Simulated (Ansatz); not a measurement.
# Li5Zn2, from a guessed structure to a relaxed one

Starting from a made-up structure for Li5Zn2, the aim is the relaxed cell, its shortest contacts and, where a second run follows, its electronic structure.

Calculated with Ansatz 0.2.0; DFT, r2SCAN, plane-wave PAW, files of the set soft_1, scalar-relativistic, no spin, cell and ions relaxed at zero pressure; PAW set soft_1, in the first sound run; inputs show where later runs differ.

## (1) The starting structure

Symmetry: R-3m, No. 166, trigonal system. The conventional cell has a = 4.429 Å, b = 4.429 Å, c = 19.118 Å, α = 90.00°, β = 90.00°, γ = 120.00°. Nearest to Zn lie 7 Li at 2.67 to 2.75 Å and 1 Zn at 2.70 Å. Nearest to Li lie 5 Li at 2.67 to 2.80 Å and 3 Zn at 2.73 Å. Li has 4 Zn at 2.67 to 2.75 Å and 4 Li at 2.69 to 2.74 Å nearest. Li has 8 Li at 2.69 to 2.80 Å nearest. Farther neighbours are not listed.

## (2) Relaxation of the guess

The guessed cell has no reason to be at equilibrium. It is relaxed with the atoms, within the space group of the guess.

Contents of input.yaml:

```yaml
crystal:
  lattice:
    - [2.2145, 1.278542171, 6.372666667]
    - [-2.2145, 1.278542171, 6.372666667]
    - [0.0, -2.557084342, 6.372666667]
  atoms:
    - { symbol: Zn, position: [0.9295, 0.9295, 0.9295] }
    - { symbol: Zn, position: [0.0705, 0.0705, 0.0705] }
    - { symbol: Li, position: [0.646566667, 0.646566667, 0.646566667] }
    - { symbol: Li, position: [0.353433333, 0.353433333, 0.353433333] }
    - { symbol: Li, position: [0.7897, 0.7897, 0.7897] }
    - { symbol: Li, position: [0.2103, 0.2103, 0.2103] }
    - { symbol: Li, position: [0.5, 0.5, 0.5] }
kpoints:
  mp_grid: { grid: [7, 7, 7] }
scf:
  occupations: { method: fermi_dirac, width: 0.05 }
hamiltonian:
  xc: r2scan
  pseudopotentials: { kind: paw, azcp: { folder: soft_1 } }
relax:
  f_tol: 0.015
  max_steps: 70
  cell: {}
output:
  forces: true
  stress: true
```

On the command line:

```
> ansatz run input.yaml --threads 4 --pin off --max-ram 10240MiB --backend cpu --events-out ev --progress --plain --runs-dir out
```

Numbers of over 12 decimals in the logs are rounded to 6 here.

What it wrote:

```text
basis.fft_grid_basis auto: the FFT boxes are laid along the combinations [[1, 0, -1], [0, 1, -1], [0, 0, 1]] of the cell's own vectors, 4.429, 4.429 and 6.867 Å long. The dense box has 36×36×54 points. Along the cell's own vectors, as sized, it would have 54×54×54, 2.25 times as many. Of the 12 symmetry operations that the crystal satisfies within crystal.symmetry.tolerance (time reversal apart; of a slab, those that [...]
Engine: ansatz 0.2.0, x86_64-unknown-linux-gnu
Pseudopotentials: kind: paw
Pseudopotential: Zn, paw, valence charge 12, recommended cutoff 500 eV (meta_gga), soft_1/Zn.paw.azcp
Pseudopotential: Li, paw, valence charge 3, recommended cutoff 500 eV (meta_gga), soft_1/Li.paw.azcp
Functional definition: r2SCAN
  parameter k0 = 0.174
  parameter k1 = 0.065
  parameter a1 = 4.9479
  exchange = r2scan_x(k0 = k0, k1 = k1, a1 = a1)
  correlation = r2scan_c
Crystal: 7 atoms, lattice volume = 108.259 Å³
Basis set: ecut = 500 eV, 2711 PW (Γ), FFT grids on a1−a3, a2−a3, a3, exchange–correlation on 144×144×216 points (64 copies of the dense FFT grid, shifted against one another)
Bands: 27, of which v1, the nominal top of the filled ones, is band 20 counted from 1 (19 counted from 0)
Symmetry: 12 space group operations
Space group: R-3m (ITA 166), of the structure as read, at distance tolerance 4.8e-5 Å
k-points: 44 of 343
Non-local potential: Zn, projectors of the file, l = 0: 2, l = 1: 2, l = 2: 3, l = 3: 1
Non-local potential: Li, projectors of the file, l = 0: 3, l = 1: 2, l = 2: 1
PAW form: soft (Blöchl's): semilocal exchange-correlation on the pseudo side does not see the compensation charge
PAW frozen core: Zn, regenerated for the run's functional (the file was generated under x = pbe(κ = 0.804, μ = 0.219515), c = pbe(β = 0.066725))
PAW one-centre angular grid: Zn, 590 points (default); XC on 160 Gauss nodes
PAW one-centre angular grid: Li, 302 points (default); XC on 295 of its mesh's 2161 points in the sphere
Initial density: superposition of atomic densities (chi_scale 0.1, normalization cell, long waves kept (reshape's long-wave potential 0.03 eV rms))
Initial wavefunctions: pseudopotential atomic-orbital guess
Functional: x = r2scan, c = r2scan; τ floored in thin density (d = 2e-4 eV/Å³)
SCF iter   1: F=—  HF=-7678.748745 eV  |F-HF|=—  |Δ(HF+E_count)|=         —  Δρ=5.89e-2  dr2=4.96e0  dr2_τ=1.35e-2  ethr=3.10e-3  ⟨swp⟩=7.5  Hψ=6254  notcnv=0  defer=10
preconditioner: auto → Kerker (q_TF=auto, 2.301 Å⁻¹)  [metal: Δε(μ)=0.022 eV  Ē_g=7.966 eV  σ=0.050 eV  W_gap=0.11  n_scr=22 (ndim 8)  ℏωp=19.2 eV  f_vac=0.000  D(μ)=2.59/eV (n_scr^D=16)]
SCF iter   2: F=—  HF=-7677.965545 eV  |F-HF|=—  |Δ(HF+E_count)|=   7.83e-1  Δρ=2.76e-2  dr2=7.40e-1  dr2_τ=1.02e-2  ethr=3.10e-3  ⟨swp⟩=2.4  Hψ=2457  notcnv=0  defer=71
SCF iter   3: F=—  HF=-7677.762787 eV  |F-HF|=—  |Δ(HF+E_count)|=   2.03e-1  Δρ=1.29e-2  dr2=4.71e-1  dr2_τ=8.83e-4  ethr=1.90e-3  ⟨swp⟩=2.0  Hψ=2437  notcnv=0  defer=71
SCF iter   4: F=—  HF=-7677.690936 eV  |F-HF|=—  |Δ(HF+E_count)|=   7.19e-2  Δρ=7.18e-3  dr2=3.83e-2  dr2_τ=1.29e-4  ethr=1.21e-3  ⟨swp⟩=2.3  Hψ=2032  notcnv=0  defer=71
SCF iter   5: F=—  HF=-7677.697043 eV  |F-HF|=—  |Δ(HF+E_count)|=   6.11e-3  Δρ=1.69e-3  dr2=2.02e-3  dr2_τ=2.22e-5  ethr=9.82e-5  ⟨swp⟩=2.0  Hψ=2437  notcnv=0  defer=71
SCF iter   6: F=—  HF=-7677.696784 eV  |F-HF|=—  |Δ(HF+E_count)|=   2.59e-4  Δρ=5.81e-4  dr2=3.22e-4  dr2_τ=7.99e-7  ethr=5.18e-6  ⟨swp⟩=2.0  Hψ=1702  notcnv=0  defer=71
SCF iter   7: F=—  HF=-7677.696741 eV  |F-HF|=—  |Δ(HF+E_count)|=   4.30e-5  Δρ=1.34e-4  dr2=2.06e-5  dr2_τ=3.52e-8  ethr=8.24e-7  ⟨swp⟩=2.7  Hψ=1773  notcnv=0  defer=71
SCF iter   8: F=—  HF=-7677.696739 eV  |F-HF|=—  |Δ(HF+E_count)|=   1.73e-6  Δρ=1.87e-5  dr2=4.52e-7  dr2_τ=1.59e-9  ethr=5.28e-8  ⟨swp⟩=2.0  Hψ=1746  notcnv=0  defer=71
SCF iter   9: F=-7677.696739 eV  HF=-7677.696739 eV  |F-HF|=9.47e-9  |Δ(HF+E_count)|=   1.42e-7  Δρ=3.76e-6  dr2=2.49e-8  dr2_τ=9.87e-11  ethr=2.56e-10  ⟨swp⟩=5.0  Hψ=4017  notcnv=0
SCF 1 converged in 9 iterations: F = -7677.696739 eV  dr2 = 2.49e-8
  greatest PAW one-centre occupation: 0.999 electrons in one spin orbital (limit 2), on the Li atom at site 3 (counted from 0), in its partial waves of l = 0
relax step   1: F+E_penalty+E_count = -7677.69673941 eV  Δ(F+E_penalty+E_count) = +0.000e0 eV  max|allowed force component| = 3.240e-1 eV/Å  Δτ_max = 0.0000 Å  P = +0.740 GPa  Ω = 108.259 Å³  (9 SCF iters, dr2 threshold 1.00e-7 eV, accepted)
Crystal: 7 atoms, lattice volume = 111.614 Å³
Basis set: ecut = 500 eV, 2831 PW (Γ), FFT grids on a1−a3, a2−a3, a3, exchange–correlation on 144×144×216 points (64 copies of the dense FFT grid, shifted against one another)
Initial density: handed on by an earlier stage of this run
Initial wavefunctions: those handed on with the density
iter 1 solved again at ethr=6.93e-5 eV; its pass at ethr=3.10e-3 eV (dr2=2.70e-2 eV) is discarded
SCF iter   1: F=—  HF=-7677.650245 eV  |F-HF|=—  |Δ(HF+E_count)|=         —  Δρ=3.59e-3  dr2=2.72e-2  dr2_τ=4.64e-2  ethr=6.93e-5  ⟨swp⟩=2.0  Hψ=7352  notcnv=0
preconditioner: auto → Kerker (q_TF=auto, 2.290 Å⁻¹)  [metal: Δε(μ)=0.119 eV  Ē_g=9.661 eV  σ=0.050 eV  W_gap=0.46  n_scr=22 (ndim 8)  ℏωp=18.9 eV  f_vac=0.000  D(μ)=2.54/eV (n_scr^D=16)]
SCF iter   2: F=—  HF=-7677.735679 eV  |F-HF|=—  |Δ(HF+E_count)|=   8.54e-2  Δρ=1.95e-3  dr2=8.56e-3  dr2_τ=8.96e-5  ethr=6.93e-5  ⟨swp⟩=2.6  Hψ=2183  notcnv=0
SCF iter   3: F=—  HF=-7677.735235 eV  |F-HF|=—  |Δ(HF+E_count)|=   4.45e-4  Δρ=1.14e-3  dr2=4.06e-3  dr2_τ=1.72e-5  ethr=2.19e-5  ⟨swp⟩=2.4  Hψ=1751  notcnv=0
SCF iter   4: F=—  HF=-7677.734587 eV  |F-HF|=—  |Δ(HF+E_count)|=   6.47e-4  Δρ=6.31e-4  dr2=4.91e-4  dr2_τ=1.19e-5  ethr=1.04e-5  ⟨swp⟩=2.0  Hψ=1759  notcnv=0
SCF iter   5: F=—  HF=-7677.734516 eV  |F-HF|=—  |Δ(HF+E_count)|=   7.14e-5  Δρ=2.56e-4  dr2=8.53e-5  dr2_τ=8.57e-7  ethr=1.26e-6  ⟨swp⟩=2.0  Hψ=1841  notcnv=0
SCF iter   6: F=—  HF=-7677.734540 eV  |F-HF|=—  |Δ(HF+E_count)|=   2.36e-5  Δρ=6.99e-5  dr2=3.57e-6  dr2_τ=2.30e-8  ethr=2.19e-7  ⟨swp⟩=2.0  Hψ=1326  notcnv=0
SCF iter   7: F=—  HF=-7677.734541 eV  |F-HF|=—  |Δ(HF+E_count)|=   1.87e-6  Δρ=2.65e-5  dr2=9.99e-7  dr2_τ=7.57e-9  ethr=1.79e-9  ⟨swp⟩=4.2  Hψ=3870  notcnv=0
SCF iter   8: F=-7677.734541 eV  HF=-7677.734541 eV  |F-HF|=2.50e-9  |Δ(HF+E_count)|=   8.12e-8  Δρ=8.04e-6  dr2=6.93e-8  dr2_τ=5.34e-10  ethr=1.79e-9  ⟨swp⟩=4.0  Hψ=3702  notcnv=0
SCF 2 converged in 8 iterations: F = -7677.734541 eV  dr2 = 6.93e-8
relax step   2: F+E_penalty+E_count = -7677.73454148 eV  Δ(F+E_penalty+E_count) = -3.780e-2 eV  max|allowed force component| = 1.451e-1 eV/Å  Δτ_max = 0.0601 Å  P = -0.021 GPa  Ω = 111.614 Å³  energy of the carried Pulay correction = -4.067e-4 eV  (8 SCF iters, dr2 threshold 7.00e-7 eV, accepted)
Crystal: 7 atoms, lattice volume = 112.051 Å³
iter 1 solved again at ethr=4.76e-6 eV; its pass at ethr=3.10e-3 eV (dr2=1.86e-3 eV) is discarded
SCF iter   1: F=—  HF=-7677.678261 eV  |F-HF|=—  |Δ(HF+E_count)|=         —  Δρ=1.94e-3  dr2=2.14e-3  dr2_τ=3.96e-2  ethr=4.76e-6  ⟨swp⟩=2.5  Hψ=6964  notcnv=0
preconditioner: auto → Kerker (q_TF=auto, 2.288 Å⁻¹)  [metal: Δε(μ)=0.098 eV  Ē_g=9.603 eV  σ=0.050 eV  W_gap=0.38  n_scr=22 (ndim 8)  ℏωp=18.9 eV  f_vac=0.000  D(μ)=2.54/eV (n_scr^D=16)]
SCF iter   2: F=—  HF=-7677.740457 eV  |F-HF|=—  |Δ(HF+E_count)|=   6.22e-2  Δρ=1.30e-3  dr2=2.11e-3  dr2_τ=4.03e-5  ethr=4.76e-6  ⟨swp⟩=3.0  Hψ=2485  notcnv=0
SCF iter   3: F=—  HF=-7677.740581 eV  |F-HF|=—  |Δ(HF+E_count)|=   1.24e-4  Δρ=7.16e-4  dr2=8.12e-4  dr2_τ=3.83e-6  ethr=4.76e-6  ⟨swp⟩=1.0  Hψ=1188  notcnv=0
SCF iter   4: F=—  HF=-7677.740603 eV  |F-HF|=—  |Δ(HF+E_count)|=   2.20e-5  Δρ=3.92e-4  dr2=8.13e-5  dr2_τ=8.87e-7  ethr=2.08e-6  ⟨swp⟩=2.0  Hψ=1816  notcnv=0
SCF iter   5: F=—  HF=-7677.740560 eV  |F-HF|=—  |Δ(HF+E_count)|=   4.31e-5  Δρ=1.10e-4  dr2=1.38e-5  dr2_τ=2.35e-7  ethr=2.08e-7  ⟨swp⟩=2.0  Hψ=1628  notcnv=0
SCF iter   6: F=—  HF=-7677.740565 eV  |F-HF|=—  |Δ(HF+E_count)|=   4.92e-6  Δρ=2.34e-5  dr2=1.61e-6  dr2_τ=1.65e-8  ethr=3.53e-8  ⟨swp⟩=2.0  Hψ=1378  notcnv=0
SCF iter   7: F=-7677.740565 eV  HF=-7677.740565 eV  |F-HF|=1.73e-7  |Δ(HF+E_count)|=   3.46e-7  Δρ=1.11e-5  dr2=3.03e-7  dr2_τ=5.28e-9  ethr=1.79e-9  ⟨swp⟩=4.2  Hψ=3712  notcnv=0
SCF 3 converged in 7 iterations: F = -7677.740565 eV  dr2 = 3.03e-7
relax step   3: F+E_penalty+E_count = -7677.74056522 eV  Δ(F+E_penalty+E_count) = -6.024e-3 eV  max|allowed force component| = 7.369e-2 eV/Å  Δτ_max = 0.0434 Å  P = +0.007 GPa  Ω = 112.051 Å³  energy of the carried Pulay correction = -4.588e-4 eV  (7 SCF iters, dr2 threshold 7.00e-7 eV, accepted)
Crystal: 7 atoms, lattice volume = 111.881 Å³
iter 1 solved again at ethr=6.37e-7 eV; its pass at ethr=3.10e-3 eV (dr2=2.49e-4 eV) is discarded
SCF iter   1: F=—  HF=-7677.735058 eV  |F-HF|=—  |Δ(HF+E_count)|=         —  Δρ=6.08e-4  dr2=2.20e-4  dr2_τ=4.16e-3  ethr=6.37e-7  ⟨swp⟩=3.0  Hψ=6682  notcnv=0
preconditioner: auto → Kerker (q_TF=auto, 2.289 Å⁻¹)  [metal: Δε(μ)=0.110 eV  Ē_g=9.598 eV  σ=0.050 eV  W_gap=0.42  n_scr=22 (ndim 8)  ℏωp=18.9 eV  f_vac=0.000  D(μ)=2.50/eV (n_scr^D=16)]
SCF iter   2: F=—  HF=-7677.741550 eV  |F-HF|=—  |Δ(HF+E_count)|=   6.49e-3  Δρ=3.79e-4  dr2=1.28e-4  dr2_τ=4.15e-6  ethr=5.64e-7  ⟨swp⟩=3.0  Hψ=2090  notcnv=0
SCF iter   3: F=—  HF=-7677.741561 eV  |F-HF|=—  |Δ(HF+E_count)|=   1.07e-5  Δρ=2.49e-4  dr2=6.42e-5  dr2_τ=3.82e-7  ethr=3.29e-7  ⟨swp⟩=1.0  Hψ=1188  notcnv=0
SCF iter   4: F=—  HF=-7677.741563 eV  |F-HF|=—  |Δ(HF+E_count)|=   2.75e-6  Δρ=1.37e-4  dr2=1.81e-5  dr2_τ=1.47e-7  ethr=1.65e-7  ⟨swp⟩=1.0  Hψ=1190  notcnv=0
SCF iter   5: F=—  HF=-7677.741565 eV  |F-HF|=—  |Δ(HF+E_count)|=   1.30e-6  Δρ=4.25e-5  dr2=3.52e-6  dr2_τ=5.69e-8  ethr=4.65e-8  ⟨swp⟩=2.0  Hψ=1819  notcnv=0
SCF iter   6: F=—  HF=-7677.741565 eV  |F-HF|=—  |Δ(HF+E_count)|=   8.50e-8  Δρ=1.71e-5  dr2=8.04e-7  dr2_τ=2.52e-9  ethr=9.04e-9  ⟨swp⟩=1.9  Hψ=1336  notcnv=0
SCF iter   7: F=-7677.741565 eV  HF=-7677.741565 eV  |F-HF|=5.32e-8  |Δ(HF+E_count)|=   1.04e-8  Δρ=7.23e-6  dr2=1.19e-7  dr2_τ=8.04e-10  ethr=8.70e-10  ⟨swp⟩=4.0  Hψ=3695  notcnv=0
SCF 4 converged in 7 iterations: F = -7677.741565 eV  dr2 = 1.19e-7
relax step   4: F+E_penalty+E_count = -7677.74156472 eV  Δ(F+E_penalty+E_count) = -9.995e-4 eV  max|allowed force component| = 8.967e-3 eV/Å  Δτ_max = 0.0141 Å  P = -0.012 GPa  Ω = 111.881 Å³  energy of the carried Pulay correction = -4.385e-4 eV  (7 SCF iters, dr2 threshold 3.39e-7 eV, accepted)
Initial wavefunctions: pseudopotential atomic-orbital guess (no wavefunctions were taken with the density)
iter 1 solved again at ethr=7.51e-8 eV; its pass at ethr=3.10e-3 eV (dr2=2.93e-5 eV) is discarded
SCF iter   1: F=—  HF=-7677.741605 eV  |F-HF|=—  |Δ(HF+E_count)|=         —  Δρ=1.77e-4  dr2=1.66e-6  dr2_τ=3.87e-7  ethr=7.51e-8  ⟨swp⟩=3.0  Hψ=9240  notcnv=0
preconditioner: auto → Kerker (q_TF=auto, 2.289 Å⁻¹)  [metal: Δε(μ)=0.106 eV  Ē_g=9.599 eV  σ=0.050 eV  W_gap=0.40  n_scr=22 (ndim 8)  ℏωp=18.9 eV  f_vac=0.000  D(μ)=2.51/eV (n_scr^D=16)]
SCF iter   2: F=—  HF=-7677.741963 eV  |F-HF|=—  |Δ(HF+E_count)|=   3.58e-4  Δρ=1.03e-4  dr2=1.92e-6  dr2_τ=1.15e-6  ethr=4.26e-9  ⟨swp⟩=2.0  Hψ=2064  notcnv=0
SCF iter   3: F=—  HF=-7677.742081 eV  |F-HF|=—  |Δ(HF+E_count)|=   1.18e-4  Δρ=2.37e-5  dr2=1.07e-7  dr2_τ=5.29e-8  ethr=4.26e-9  ⟨swp⟩=2.0  Hψ=2042  notcnv=0
SCF iter   4: F=—  HF=-7677.742086 eV  |F-HF|=—  |Δ(HF+E_count)|=   4.85e-6  Δρ=3.55e-6  dr2=4.95e-9  dr2_τ=7.77e-10  ethr=2.76e-10  ⟨swp⟩=2.0  Hψ=2042  notcnv=0
SCF iter   5: F=—  HF=-7677.742086 eV  |F-HF|=—  |Δ(HF+E_count)|=   5.52e-8  Δρ=2.24e-6  dr2=1.66e-9  dr2_τ=2.97e-10  ethr=1.27e-11  ⟨swp⟩=2.0  Hψ=2042  notcnv=0
SCF iter   6: F=—  HF=-7677.742086 eV  |F-HF|=—  |Δ(HF+E_count)|=   2.71e-8  Δρ=5.15e-7  dr2=1.22e-10  dr2_τ=3.04e-11  ethr=4.25e-12  ⟨swp⟩=2.0  Hψ=1817  notcnv=0
SCF iter   7: F=-7677.742086 eV  HF=-7677.742086 eV  |F-HF|=6.37e-12  |Δ(HF+E_count)|=   3.28e-9  Δρ=1.24e-7  dr2=2.80e-11  dr2_τ=1.25e-13  ethr=1.00e-12  ⟨swp⟩=4.0  Hψ=3708  notcnv=0
SCF 5 converged in 7 iterations: F = -7677.742086 eV  dr2 = 2.80e-11
relax step   5: F+E_penalty+E_count = -7677.74208575 eV  Δ(F+E_penalty+E_count) = -5.210e-4 eV  max|allowed force component| = 8.945e-3 eV/Å  Δτ_max = 0.0000 Å  P = -0.005 GPa  Ω = 111.881 Å³  stress off target by 3.20e-2 GPa  SCF on the basis re-selected at this cell (its energy is not comparable with the rows above)  (7 SCF iters)
basis re-selected at this cell: Δ(F+E_penalty+E_count) = -5.210e-4 eV, ΔP = +0.006 GPa vs the last step (what re-selecting the basis moved, of the pressure what is left beyond the Pulay correction that the steps carried, after the strain that the cell walked since its last selection, with what the two solves' SCF thresholds leave and, on support functions, any second-order correction that the steps lacked; it is no m [...]
SCF converged after 7 iterations
Free energy (F): -7677.742086 eV
Harris-Foulkes:  -7677.742086 eV  (|F-HF|=6.37e-12)
Internal energy: -7677.720999 eV  (E = F + TS)
E sigma→0 (E₀):  -7677.731542 eV
Entropy (-TS):   -0.021087 eV (-3.012 meV/atom)
Fermi energy:    3.956138 eV
--- Per-component energies (eV) ---
  E_band       = -488.961203
  E_kinetic    = 372.985063
  E_local      = -5195.054103  (includes V_loc(G=0)·N_el)
  E_nonlocal   = 1543.936149
  E_hartree    = 1953.215766
  E_xc         = -180.277015
  E_vxc        = -162.005124  (∫ρ·V_xc dr)
  E_paw        = -3949.770700  (= ΣΔE_a)
  E_vpaw       = -964.896301  (= ΣTr[D̂ρ^β])
  E_aug_tail   = 0.000833  (compensation charges beyond the density's cutoff)
  E_vtau       = 9.640975  (kinetic-family band-sum trace: ∫τ·v_τ [+ j·A + Jᵃ·Aᵃ] dr)
  E_ewald      = -2222.391759
  E_core_change = -0.365234  (= ΣΔE_core)
  E_smearing   = -0.021087  (= −TS)
  E_closure    = 0.000000  (closes the sum)
  Σ components = -7677.742086   (vs F -7677.742086, Δ=0.00e0)
--- Forces (eV/Å), atoms counted from 1 ---
  atom   1  Zn    -0.00000000    -0.00000000     0.00894493
  atom   2  Zn     0.00000000     0.00000000    -0.00894493
  atom   3  Li    -0.00000000     0.00000000    -0.00009881
  atom   4  Li     0.00000000    -0.00000000     0.00009881
  atom   5  Li    -0.00000000     0.00000000     0.00015848
  atom   6  Li     0.00000000     0.00000000    -0.00015848
  atom   7  Li    -0.00000000     0.00000000     0.00000000
  max |Σ_I F_I| component: 2.31e-17 eV/Å
--- Stress (GPa, compression-positive) ---
        0.007915      -0.000000      -0.000000
       -0.000000       0.007915      -0.000000
       -0.000000      -0.000000      -0.031995
  P = ⅓ Tr σ = -0.0054 GPa (-0.054 kbar)
--- Relaxed structure (4 steps of the walk, 4 accepted, 1 SCFs on fresh bases) ---
  F+E_penalty+E_count = -7677.74208575 eV   max|allowed force component| = 8.945e-3 eV/Å   (the final SCF, on the basis selected at the relaxed cell)
  cell:  # Å, volume = 111.8810 Å³
    - [2.253155, 1.300860, 6.361851]
    - [-2.253155, 1.300860, 6.361851]
    - [0, -2.601720, 6.361851]
  atoms:
    - { symbol: Zn, position: [0.933270, 0.933270, 0.933270] }
    - { symbol: Zn, position: [0.066730, 0.066730, 0.066730] }
    - { symbol: Li, position: [0.644836, 0.644836, 0.644836] }
    - { symbol: Li, position: [0.355164, 0.355164, 0.355164] }
    - { symbol: Li, position: [0.788000, 0.788000, 0.788000] }
    - { symbol: Li, position: [0.212000, 0.212000, 0.212000] }
    - { symbol: Li, position: [0.5, 0.5, 0.500000] }
```

Elapsed: 8.6 s, on 4 threads of AMD EPYC 9B45 (Zen 5), shared host; peak memory 0.85 GiB; 30 s of CPU time.

Step by step:

```
step  energy less that of the first step (eV)  largest force component (eV/Å)  pressure (GPa)  volume (Å³)
   1                                   0.0000                          0.3240            0.74       108.26
   2                                  -0.0378                          0.1451           -0.02       111.61
   3                                  -0.0438                          0.0737            0.01       112.05
   4                                  -0.0448                          0.0090           -0.01       111.88
  5*                                  -0.0453                          0.0089           -0.01       111.88
```

Relaxation steps marked * repeat the geometry before them on a plane-wave basis chosen anew for their cell, so energy and pressure can jump there.

Forces are held to the 12 operations that the run works with; a distortion that breaks them can't arise in this run.

```
conventional cell, symmetrised  before   after  change
                         a (Å)   4.429   4.506  +1.7 %
                         b (Å)   4.429   4.506  +1.7 %
                         c (Å)  19.118  19.086  -0.2 %
              volume (Å³/atom)   15.47   15.98  +3.3 %
```

The atoms that moved most (Å, as changes of fractional coordinates times the final cell):

```
atom     dx     dy      dz  length
 Zn2  0.000  0.000  -0.072   0.072
 Zn1  0.000  0.000   0.072   0.072
 Li3  0.000  0.000  -0.033   0.033
 Li4  0.000  0.000   0.033   0.033
 Li5  0.000  0.000  -0.032   0.032
 Li6  0.000  0.000   0.032   0.032
```

This step gave:

* free energy: -7677.7421 eV
* energy at zero smearing: -7677.7315 eV
* smearing term TS: 0.02109 eV
* Fermi energy: 3.956 eV
* electrons: 39
* symmetry operations: 12
* pressure: -0.005388 GPa

The shortest distance of each pair, which need not be the same contact before and after:

```
 pair  guess (Å)  relaxed (Å)
Zn–Zn      2.696        2.547
Li–Li      2.670        2.732
Li–Zn      2.673        2.739
```

The relaxation ends with a largest force component of 0.0089 eV/Å and a pressure of -0.01 GPa.

(Continued in part 2 of 2.)

[Logs are printed without paths, hosts, clocks, repeated set-up lines and the standing remarks that a program may print on its own settings, such as how far it seeks lower states.]

[Hosts, paths, dates, database ids (printed as entryN), source tags and the programs' standing remarks are cut or masked in the printed files.]
